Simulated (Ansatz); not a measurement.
# Meshes and cutoff for the phonons of Pb (Fm-3m, 1 atom in the cell), part 2 of 3

Aim: how dense must the meshes and how high the cutoff be for the phonons of Pb (Fm-3m, 1 atom in the cell)?

Ansatz 0.2.0; DFT PBE, scalar-relativistic, plane waves, PAW.

So far, highest frequency on the path or at a solved wavevector (cm⁻¹): step 3 (phonons on a q mesh) 68.1; step 4 (q mesh 2×2×2) 68.1; step 6 (k-mesh 18×18×18, q mesh 6×6×6) 68. The relaxed cell has a = 5.033 Å (conventional setting).

## Step 7: Comparing the runs

Times are for 4 threads of Arm Neoverse V2, shared host. The runs compared:

```tsv
no.	q mesh	k-mesh	mean frequency (cm⁻¹)	zero-point energy per atom (meV)	lowest frequency on the path (cm⁻¹)	time	memory (GiB)
1	2×2×2	16×16×16	41.1	7.65	0	15 s	1.1
2	3×3×3	18×18×18	46.1	8.58	0	60 s	2.4
3	6×6×6	18×18×18	44.5	8.28	0	7 min	3.9
```

The runs together. Phonon density of states against wavenumber; read off at these points; values in 1/cm⁻¹/cell:

```tsv
wavenumber (cm⁻¹)	2×2×2, 16×16×16	3×3×3, 18×18×18	6×6×6, 18×18×18
0.5	1.0e-5	1.0e-5	0
2.5	1.2e-4	2.6e-4	9.0e-5
4.5	4.8e-4	0.00149	7.1e-4
6.5	0.00129	0.00251	0.00119
7.5	0.00176	0.00341	0.00163
9.5	0.00311	0.00505	0.00254
11.5	0.00467	0.00694	0.00352
13.5	0.00687	0.00912	0.00487
15.5	0.00944	0.0113	0.00646
17.5	0.0130	0.0139	0.00886
18.5	0.015	0.0152	0.0101
20.5	0.0200	0.0185	0.0137
22.5	0.0264	0.0216	0.0186
24.5	0.0355	0.0260	0.0258
26.5	0.0485	0.0306	0.0367
28.5	0.0696	0.0368	0.0527
29.5	0.0875	0.0411	0.0615
31.5	0.143	0.0529	0.0927
33.5	0.139	0.0645	0.0809
35.5	0.127	0.0675	0.0869
37.5	0.0681	0.0708	0.113
39.5	0.0532	0.0750	0.0932
40.5	0.0529	0.0770	0.0852
42.5	0.0524	0.0825	0.0781
44.5	0.0508	0.0905	0.0503
46.5	0.0483	0.0916	0.0471
48.5	0.0443	0.0619	0.0443
50.5	0.0369	0.0439	0.0454
51.5	0.0257	0.0440	0.0454
53.5	0.0327	0.0432	0.0459
55.5	0.0722	0.0424	0.0514
57.5	0.141	0.0403	0.0456
59.5	0.0740	0.0321	0.0681
61.5	0.0369	0.0611	0.159
62.5	0.0316	0.0868	0.171
64.5	0.0226	0.124	0.0479
66.5	0.0133	0.0501	0.0277
68.5	0	0.0284	1.0e-5
```

The runs together, line C_V. The C_V by temperature; values in J/mol-atom/K:

```tsv
temperature (K)	2×2×2, 16×16×16	3×3×3, 18×18×18	6×6×6, 18×18×18
0	0	0	0
50	22.0	21.4	21.6
100	24.2	24.0	24.0
150	24.6	24.5	24.5
200	24.7	24.7	24.7
250	24.8	24.8	24.8
300	24.9	24.8	24.8
350	24.9	24.9	24.9
400	24.9	24.9	24.9
450	24.9	24.9	24.9
500	24.9	24.9	24.9
550	24.9	24.9	24.9
600	24.9	24.9	24.9
650	24.9	24.9	24.9
700	24.9	24.9	24.9
750	24.9	24.9	24.9
800	24.9	24.9	24.9
850	24.9	24.9	24.9
900	24.9	24.9	24.9
950	24.9	24.9	24.9
1000	24.9	24.9	24.9
```

## Step 8: Another k mesh, k-mesh 6×6×6, q mesh 2×2×2

The k mesh is changed to 6×6×6 on a small fixed q mesh, to find the coarsest that serves.

File input.yaml:

```yaml
crystal:
  lattice:
    - [0.0, 2.5166672848, 2.5166672848]
    - [2.5166672848, 0.0, 2.5166672848]
    - [2.5166672848, 2.5166672848, 0.0]
  atoms:
    - { symbol: Pb, position: [0.0, 0.0, 0.0] }
kpoints:
  mp_grid: { grid: [6, 6, 6] }
hamiltonian:
  xc: pbe
scf:
  occupations: { method: methfessel_paxton, width: 0.2 }
output:
  eigenvalues: true
phonons:
  method: dfpt
  qmesh: [2, 2, 2]
  temperatures: { t_max: 1000, t_step: 50 }
  qpath:
    path:
      - [[0.0, 0.0, 0.0], [0.5, 0.0, 0.5], [0.625, 0.25, 0.625]]
      - [[0.375, 0.375, 0.75], [0.0, 0.0, 0.0], [0.5, 0.5, 0.5], [0.5, 0.25, 0.75], [0.5, 0.0, 0.5]]
    npoints: 10
```

Launch:

```
$ ansatz run input.yaml --threads 4 --pin off --max-ram 7168MiB --backend cpu --events-out ev --progress --plain --runs-dir out
```

Numbers of over 12 decimals in the logs are rounded to 6 here.

The program printed:

```text
[...]
Crystal: 1 atoms, lattice volume = 31.879 Å³
Basis set: ecut = 420 eV, 609 PW (Γ), exchange–correlation on 48×48×48 points (8 copies of the dense FFT grid, shifted against one another)
Bands: 11, of which v1, the nominal top of the filled ones, is band 7 counted from 1 (6 counted from 0)
Symmetry: 48 space group operations
k-points: 16 of 216
[...]
SCF iter   1: F=—  HF=-11906.321107 eV  |F-HF|=—  |Δ(HF+E_count)|=         —  Δρ=1.51e-3  dr2=1.07e-3  ethr=1.77e-3  ⟨swp⟩=5.3  Hψ=1095  notcnv=0
[...]
SCF iter   6: F=-11906.320667 eV  HF=-11906.320667 eV  |F-HF|=3.64e-12  |Δ(HF+E_count)|=   1.74e-9  S|Δr|=    0.00e0  Δρ=2.17e-7  dr2=8.53e-12  ethr=1.00e-12  ⟨swp⟩=6.6  Hψ=1082  notcnv=0
SCF 1 converged in 6 iterations: F = -11906.320667 eV  dr2 = 8.53e-12
[...]
SCF converged after 6 iterations
[...]
Free energy (F): -11906.320667 eV
[...]
Internal energy: -11906.314057 eV  (E = F + TS)
E sigma→0 (E₀):  -11906.319014 eV
Entropy (-TS):   -0.006610 eV (-6.610 meV/atom)
Fermi energy:    10.341782 eV
[...]
--- Band table (eV; the first three rows and the last of 16) ---
  k-point 0: bands = [... 3 lower, -6.6630, -6.6630, -1.1667, 17.2799, 17.2799, 17.2799, 19.9609, 20.9771]
  k-point 1: bands = [... 3 lower, -6.6575, -6.6575, -0.6599, 13.3565, 16.7449, 16.7449, 19.2431, 22.6150]
  k-point 2: bands = [... 3 lower, -6.5904, -6.5904, 0.7971, 8.7586, 15.9131, 15.9131, 18.9456, 20.5777]
  k-point 15: bands = [... 3 lower, -6.6001, -6.5134, 3.5506, 7.9968, 10.2137, 10.8566, 18.7641, 19.7024]
[...]
ASR residual: 2.025e-5 → 0.000e0 eV/Å²; symmetrization residual: 3.941e-12 eV/Å²
  ASR residual per site (eV/Å²): 2.02e-5
  Γ frequencies (cm⁻¹): 0.00 0.00 0.00
--- Phonons (arbitrary-q DFPT): 3 irreducible q on the 2×2×2 mesh ---
[...]
interpolated dispersion: 62 rows × 3 modes
[...]
zero-point energy: 0.004899 eV/cell   skipped modes (ω ≤ 0): 215, of them read as no rigid motion or as one in doubt: 212 (6.551e-1 modes/cell left out, lowest -57.47 cm⁻¹)   left out of the sums: 2.18e-1 of the cell's modes: C_V's classical limit lies that fraction below 3 k_B per atom; for a crystal, a wire or a layer, F and S can be off by more, and a phonons.interpolated_qmesh denser along its periods is the remedy for the sampling
```

It took 1.8 s on 4 threads of Arm Neoverse V2, shared host; peak memory 0.41 GiB; 5.7 s of CPU time.

The run finished; it serves as a test, and its numbers are not taken as the result.

## Step 9: Another k mesh, k-mesh 8×8×8, q mesh 2×2×2

The k mesh is changed to 8×8×8 on a small fixed q mesh, to find the coarsest that serves.

input.yaml, as its differences from that of step 8:

```diff
@@ -8,3 +8,3 @@
 kpoints:
-  mp_grid: { grid: [6, 6, 6] }
+  mp_grid: { grid: [8, 8, 8] }
 hamiltonian:
```

The program printed:

```text
[...]
Crystal: 1 atoms, lattice volume = 31.879 Å³
Basis set: ecut = 420 eV, 609 PW (Γ), exchange–correlation on 48×48×48 points (8 copies of the dense FFT grid, shifted against one another)
Bands: 11, of which v1, the nominal top of the filled ones, is band 7 counted from 1 (6 counted from 0)
Symmetry: 48 space group operations
k-points: 29 of 512
[...]
SCF iter   1: F=—  HF=-11906.429820 eV  |F-HF|=—  |Δ(HF+E_count)|=         —  Δρ=6.46e-4  dr2=8.22e-5  ethr=1.77e-3  ⟨swp⟩=5.4  Hψ=1966  notcnv=0
[...]
SCF iter   7: F=-11906.429403 eV  HF=-11906.429403 eV  |F-HF|=7.28e-12  |Δ(HF+E_count)|=  1.64e-11  S|Δr|=    0.00e0  Δρ=1.05e-7  dr2=4.99e-12  ethr=1.00e-12  ⟨swp⟩=7.2  Hψ=1689  notcnv=0
SCF 1 converged in 7 iterations: F = -11906.429403 eV  dr2 = 4.99e-12
[...]
SCF converged after 7 iterations
[...]
Free energy (F): -11906.429403 eV
[...]
Internal energy: -11906.432754 eV  (E = F + TS)
E sigma→0 (E₀):  -11906.430241 eV
Entropy (-TS):   0.003352 eV (3.352 meV/atom)
Fermi energy:    10.133812 eV
[...]
--- Band table (eV; the first three rows and the last of 29) ---
  k-point 0: bands = [... 3 lower, -6.6838, -6.6838, -1.1764, 17.2711, 17.2711, 17.2711, 19.9562, 20.9559]
  k-point 1: bands = [... 3 lower, -6.6831, -6.6831, -0.8910, 14.6002, 16.9427, 16.9427, 19.4139, 22.2230]
  k-point 2: bands = [... 3 lower, -6.6526, -6.6526, -0.0452, 10.9194, 16.2941, 16.2941, 19.0003, 21.5002]
  k-point 28: bands = [... 3 lower, -6.6421, -6.5372, 3.5628, 8.9640, 8.9640, 10.5447, 20.7114, 22.1182]
[...]
ASR residual: 3.157e-5 → 0.000e0 eV/Å²; symmetrization residual: 3.335e-12 eV/Å²
  ASR residual per site (eV/Å²): 3.16e-5
  Γ frequencies (cm⁻¹): 0.00 0.00 0.00
--- Phonons (arbitrary-q DFPT): 3 irreducible q on the 2×2×2 mesh ---
[...]
interpolated dispersion: 62 rows × 3 modes
[...]
```

It took 2.9 s on 4 threads; peak memory 0.48 GiB.

The run finished; it serves as a test, and its numbers are not taken as the result.

## Step 10: Another k mesh, k-mesh 12×12×12, q mesh 2×2×2

The k mesh is changed to 12×12×12 on a small fixed q mesh, to find the coarsest that serves.

input.yaml, as its differences from that of step 9:

```diff
@@ -8,3 +8,3 @@
 kpoints:
-  mp_grid: { grid: [8, 8, 8] }
+  mp_grid: { grid: [12, 12, 12] }
 hamiltonian:
```

The program printed:

```text
[...]
Crystal: 1 atoms, lattice volume = 31.879 Å³
Basis set: ecut = 420 eV, 609 PW (Γ), exchange–correlation on 48×48×48 points (8 copies of the dense FFT grid, shifted against one another)
Bands: 11, of which v1, the nominal top of the filled ones, is band 7 counted from 1 (6 counted from 0)
Symmetry: 48 space group operations
k-points: 72 of 1728
[...]
k-point 71: bands = [... 3 lower, -6.6391, -6.5344, 3.5640, 8.9647, 8.9647, 10.5451, 20.7116, 22.1190]
[...]
ASR residual: 1.447e-5 → 0.000e0 eV/Å²; symmetrization residual: 5.760e-12 eV/Å²
  ASR residual per site (eV/Å²): 1.45e-5
  Γ frequencies (cm⁻¹): 0.00 0.00 0.00
--- Phonons (arbitrary-q DFPT): 3 irreducible q on the 2×2×2 mesh ---
[...]
interpolated dispersion: 62 rows × 3 modes
[...]
[key lines of the parts left out:]
SCF converged after 8 iterations
Free energy (F): -11906.403654 eV
Fermi energy:    10.285347 eV
```

Wall time 7.3 s (4 threads); peak memory 0.69 GiB.

Against step 4 (now k-mesh 12×12×12), the highest frequency on the path or at a solved wavevector goes from 68.1 cm⁻¹ to 56.9 cm⁻¹ and the Debye temperature (second moment) goes from 80 K to 71 K.

## Step 11: Another k mesh, q mesh 2×2×2

The k mesh is changed to 16×16×16 on a small fixed q mesh, to find the coarsest that serves.

input.yaml, as its differences from that of step 10:

```diff
@@ -8,3 +8,3 @@
 kpoints:
-  mp_grid: { grid: [12, 12, 12] }
+  mp_grid: { grid: [16, 16, 16] }
 hamiltonian:
```

The program printed:

```text
[...]
Crystal: 1 atoms, lattice volume = 31.879 Å³
Basis set: ecut = 420 eV, 609 PW (Γ), exchange–correlation on 48×48×48 points (8 copies of the dense FFT grid, shifted against one another)
Bands: 11, of which v1, the nominal top of the filled ones, is band 7 counted from 1 (6 counted from 0)
Symmetry: 48 space group operations
k-points: 145 of 4096
[...]
k-point 144: bands = [... 3 lower, -6.6494, -6.5448, 3.5590, 8.9619, 8.9619, 10.5428, 20.7097, 22.1163]
[...]
ASR residual: 3.082e-6 → 0.000e0 eV/Å²; symmetrization residual: 1.000e-11 eV/Å²
  ASR residual per site (eV/Å²): 3.08e-6
  Γ frequencies (cm⁻¹): 0.00 0.00 0.00
--- Phonons (arbitrary-q DFPT): 3 irreducible q on the 2×2×2 mesh ---
[...]
interpolated dispersion: 62 rows × 3 modes
[...]
[key lines of the parts left out:]
SCF converged after 8 iterations
Free energy (F): -11906.415338 eV
Fermi energy:    10.307629 eV
```

It took 15 s on 4 threads; peak memory 1.1 GiB; 58 s of CPU time.

## Step 12: Another k mesh, k-mesh 24×24×24, q mesh 2×2×2

The k mesh is changed to 24×24×24 on a small fixed q mesh, to find the coarsest that serves.

input.yaml, as its differences from that of step 11:

```diff
@@ -8,3 +8,3 @@
 kpoints:
-  mp_grid: { grid: [16, 16, 16] }
+  mp_grid: { grid: [24, 24, 24] }
 hamiltonian:
```

The program printed:

```text
[...]
Crystal: 1 atoms, lattice volume = 31.879 Å³
Basis set: ecut = 420 eV, 609 PW (Γ), exchange–correlation on 48×48×48 points (8 copies of the dense FFT grid, shifted against one another)
Bands: 11, of which v1, the nominal top of the filled ones, is band 7 counted from 1 (6 counted from 0)
Symmetry: 48 space group operations
k-points: 413 of 13824
[...]
k-point 412: bands = [... 3 lower, -6.6447, -6.5400, 3.5614, 8.9632, 8.9632, 10.5440, 20.7107, 22.1175]
[...]
ASR residual: 7.492e-8 → 0.000e0 eV/Å²; symmetrization residual: 2.183e-11 eV/Å²
  ASR residual per site (eV/Å²): 7.49e-8
  Γ frequencies (cm⁻¹): 0.00 0.00 0.00
--- Phonons (arbitrary-q DFPT): 3 irreducible q on the 2×2×2 mesh ---
[...]
interpolated dispersion: 62 rows × 3 modes
[...]
[key lines of the parts left out:]
SCF converged after 8 iterations
Free energy (F): -11906.414106 eV
Fermi energy:    10.275138 eV
```

It took 47 s on 4 threads; peak memory 2.8 GiB; 3 min of CPU time.

Frequencies (cm⁻¹) solved at each irreducible wavevector; negative means imaginary. Frequencies by wavevector, by row:

```tsv
q in reciprocal lattice units	star	mode 1	mode 2	mode 3
0 0 0	1	0	0	0
0 0 -0.5	4	32.8	32.8	67.1
0 -0.5 -0.5	3	37.8	37.8	58.4
```

Against step 4 (now k-mesh 24×24×24), the highest frequency on the path or at a solved wavevector goes from 68.1 to 67.1 cm⁻¹, the lowest mode on the q mesh (acoustic modes at Γ apart) goes from 30.7 cm⁻¹ to 32.8 cm⁻¹ and the logarithmic mean frequency goes from 38.9 cm⁻¹ to 39.9 cm⁻¹.

## Step 13: The series together

Times are for 4 threads of Arm Neoverse V2, shared host. Results by setting:

```tsv
no.	k-mesh	lowest mode on the q mesh (acoustic modes at Γ apart) (cm⁻¹)	highest frequency on the path or at a solved wavevector (cm⁻¹)	time	memory (GiB)
1	12×12×12	30.29	56.9	7.3 s	0.69
2	16×16×16	30.74	68.1	15 s	1.1
3	24×24×24	32.82	67.11	47 s	2.8
```

The runs together. Phonon density of states against wavenumber; read off at these points; values in 1/cm⁻¹/cell:

```tsv
wavenumber (cm⁻¹)	12×12×12	16×16×16	24×24×24
0.5	1.0e-5	1.0e-5	1.0e-5
3.5	2.4e-4	2.4e-4	2.0e-4
5.5	8.6e-4	9.3e-4	7.5e-4
8.5	0.00224	0.00235	0.00194
11.5	0.00443	0.00467	0.00394
14.5	0.00766	0.00803	0.00668
16.5	0.0105	0.0110	0.00903
19.5	0.0166	0.0172	0.014
22.5	0.0263	0.0264	0.0210
24.5	0.0363	0.0355	0.0273
27.5	0.0648	0.0571	0.0416
30.5	0.207	0.126	0.0689
31.5	0.348	0.143	0.0851
33.5	0.083	0.139	0.142
35.5	0.0698	0.127	0.139
38.5	0.0695	0.0535	0.101
41.5	0.0644	0.0525	0.0592
43.5	0.0565	0.0519	0.0584
46.5	0.0385	0.0483	0.0554
49.5	0.146	0.0412	0.0470
50.5	0.159	0.0369	0.0418
52.5	0.0654	0.0219	0.0282
54.5	0.0266	0.0493	0.0667
57.5	0	0.141	0.109
```

The runs together, line C_V. C_V against temperature; values in J/mol-atom/K:

```tsv
temperature (K)	12×12×12	16×16×16	24×24×24
0	0	0	0
50	22.6	22.0	22.0
100	24.3	24.2	24.1
150	24.7	24.6	24.6
200	24.8	24.7	24.7
250	24.8	24.8	24.8
300	24.9	24.9	24.9
350	24.9	24.9	24.9
400	24.9	24.9	24.9
450	24.9	24.9	24.9
500	24.9	24.9	24.9
550	24.9	24.9	24.9
600	24.9	24.9	24.9
650	24.9	24.9	24.9
700	24.9	24.9	24.9
750	24.9	24.9	24.9
800	24.9	24.9	24.9
850	24.9	24.9	24.9
900	24.9	24.9	24.9
950	24.9	24.9	24.9
1000	24.9	24.9	24.9
```

## Step 14: Another cutoff, cutoff 170 eV, q mesh 2×2×2

The cutoff is set to 170 eV on a small fixed q mesh.

input.yaml, as its differences from that of step 12:

```diff
@@ -8,3 +8,3 @@
 kpoints:
-  mp_grid: { grid: [24, 24, 24] }
+  mp_grid: { grid: [16, 16, 16] }
 hamiltonian:
@@ -24 +24,3 @@
     npoints: 10
+basis:
+  ecutwfc: 170
```

The program printed:

```text
Warning: basis.ecutwfc = 170 eV is below the records' recommended 420 eV, and the density's cutoff is lower with it unless basis.ecutrho_ratio is high enough to keep the records' density cutoff: compare with a run at a higher cutoff
[...]
Crystal: 1 atoms, lattice volume = 31.879 Å³
Basis set: ecut = 170 eV, 169 PW (Γ), exchange–correlation on 32×32×32 points (8 copies of the dense FFT grid, shifted against one another)
Bands: 11, of which v1, the nominal top of the filled ones, is band 7 counted from 1 (6 counted from 0)
Symmetry: 48 space group operations
k-points: 145 of 4096
[...]
SCF iter   1: F=—  HF=-11891.410090 eV  |F-HF|=—  |Δ(HF+E_count)|=         —  Δρ=1.43e-1  dr2=3.84e0  ethr=1.77e-3  ⟨swp⟩=4.9  Hψ=8242  notcnv=0
[...]
SCF iter   8: F=-11889.653683 eV  HF=-11889.653683 eV  |F-HF|=0.00e0  |Δ(HF+E_count)|=  1.09e-10  S|Δr|=    0.00e0  Δρ=1.13e-8  dr2=2.28e-14  ethr=1.00e-12  ⟨swp⟩=5.3  Hψ=9038  notcnv=0
SCF 1 converged in 8 iterations: F = -11889.653683 eV  dr2 = 2.28e-14
[...]
SCF converged after 8 iterations
[...]
Free energy (F): -11889.653683 eV
[...]
Internal energy: -11889.653526 eV  (E = F + TS)
E sigma→0 (E₀):  -11889.653644 eV
Entropy (-TS):   -0.000158 eV (-0.158 meV/atom)
Fermi energy:    10.869673 eV
[...]
--- Band table (eV; the first three rows and the last of 145) ---
  k-point 0: bands = [... 3 lower, -8.5000, -8.5000, -1.4749, 17.8686, 17.8686, 17.8686, 20.2484, 20.3533]
  k-point 1: bands = [... 3 lower, -8.4868, -8.4868, -1.4059, 16.8320, 17.7918, 17.7918, 20.0095, 21.0443]
  k-point 2: bands = [... 3 lower, -8.3506, -8.1523, -1.1922, 15.0682, 17.6302, 17.6302, 19.6643, 22.1506]
  k-point 144: bands = [... 3 lower, -7.8135, -7.8017, 2.8776, 9.6761, 9.6761, 11.2554, 21.3647, 22.7517]
[...]
ASR residual: 8.218e-6 → 0.000e0 eV/Å²; symmetrization residual: 5.305e-13 eV/Å²
  ASR residual per site (eV/Å²): 8.22e-6
  Γ frequencies (cm⁻¹): 0.00 0.00 0.00
--- Phonons (arbitrary-q DFPT): 3 irreducible q on the 2×2×2 mesh ---
[...]
interpolated dispersion: 62 rows × 3 modes
[...]
```

Wall time 7.4 s (4 threads); peak memory 0.71 GiB.

The run finished; it serves as a test, and its numbers are not taken as the result.

## Step 15: Another cutoff, cutoff 230 eV, q mesh 2×2×2

The cutoff is set to 230 eV on a small fixed q mesh.

input.yaml, as its differences from that of step 14:

```diff
@@ -25,2 +25,2 @@
 basis:
-  ecutwfc: 170
+  ecutwfc: 230
```

The program printed:

```text
[...]
Crystal: 1 atoms, lattice volume = 31.879 Å³
Basis set: ecut = 230 eV, 259 PW (Γ), exchange–correlation on 36×36×36 points (8 copies of the dense FFT grid, shifted against one another)
Bands: 11, of which v1, the nominal top of the filled ones, is band 7 counted from 1 (6 counted from 0)
Symmetry: 48 space group operations
k-points: 145 of 4096
[...]
SCF iter   1: F=—  HF=-11904.926830 eV  |F-HF|=—  |Δ(HF+E_count)|=         —  Δρ=2.96e-2  dr2=1.28e-1  ethr=1.77e-3  ⟨swp⟩=5.2  Hψ=8940  notcnv=0
[...]
SCF iter   8: F=-11904.877132 eV  HF=-11904.877132 eV  |F-HF|=1.27e-11  |Δ(HF+E_count)|=  4.00e-11  S|Δr|=    0.00e0  Δρ=2.54e-8  dr2=1.22e-13  ethr=1.00e-12  ⟨swp⟩=6.9  Hψ=7742  notcnv=0
SCF 1 converged in 8 iterations: F = -11904.877132 eV  dr2 = 1.22e-13
[...]
SCF converged after 8 iterations
[...]
Free energy (F): -11904.877132 eV
[...]
Internal energy: -11904.876756 eV  (E = F + TS)
E sigma→0 (E₀):  -11904.877038 eV
Entropy (-TS):   -0.000376 eV (-0.376 meV/atom)
Fermi energy:    10.378646 eV
[...]
--- Band table (eV; the first three rows and the last of 145) ---
  k-point 0: bands = [... 3 lower, -6.9621, -6.9621, -1.2054, 17.4420, 17.4420, 17.4420, 19.9899, 20.8504]
  k-point 1: bands = [... 3 lower, -6.9600, -6.9600, -1.1343, 16.4978, 17.3520, 17.3520, 19.7606, 21.3590]
  k-point 2: bands = [... 3 lower, -7.0021, -7.0021, -0.9219, 14.6767, 17.0898, 17.0898, 19.4296, 22.2012]
  k-point 144: bands = [... 3 lower, -6.9397, -6.8317, 3.4921, 9.0440, 9.0440, 10.6052, 20.8273, 22.1962]
[...]
ASR residual: 4.678e-5 → 0.000e0 eV/Å²; symmetrization residual: 1.819e-12 eV/Å²
  ASR residual per site (eV/Å²): 4.68e-5
  Γ frequencies (cm⁻¹): 0.00 0.00 0.00
--- Phonons (arbitrary-q DFPT): 3 irreducible q on the 2×2×2 mesh ---
[...]
interpolated dispersion: 62 rows × 3 modes
[...]
```

The job ended after 8.2 s (4 threads; peak memory 0.73 GiB; 30 s of CPU time).

The run finished; it serves as a test, and its numbers are not taken as the result.

[end of part 2 of 3]

[Logs are printed without paths, hosts, clocks, repeated set-up lines and the standing remarks that a program may print on its own settings, such as how far it seeks lower states.]

[Hosts, paths, dates, database ids (printed as entryN), source tags and the programs' standing remarks are cut or masked in the printed files.]
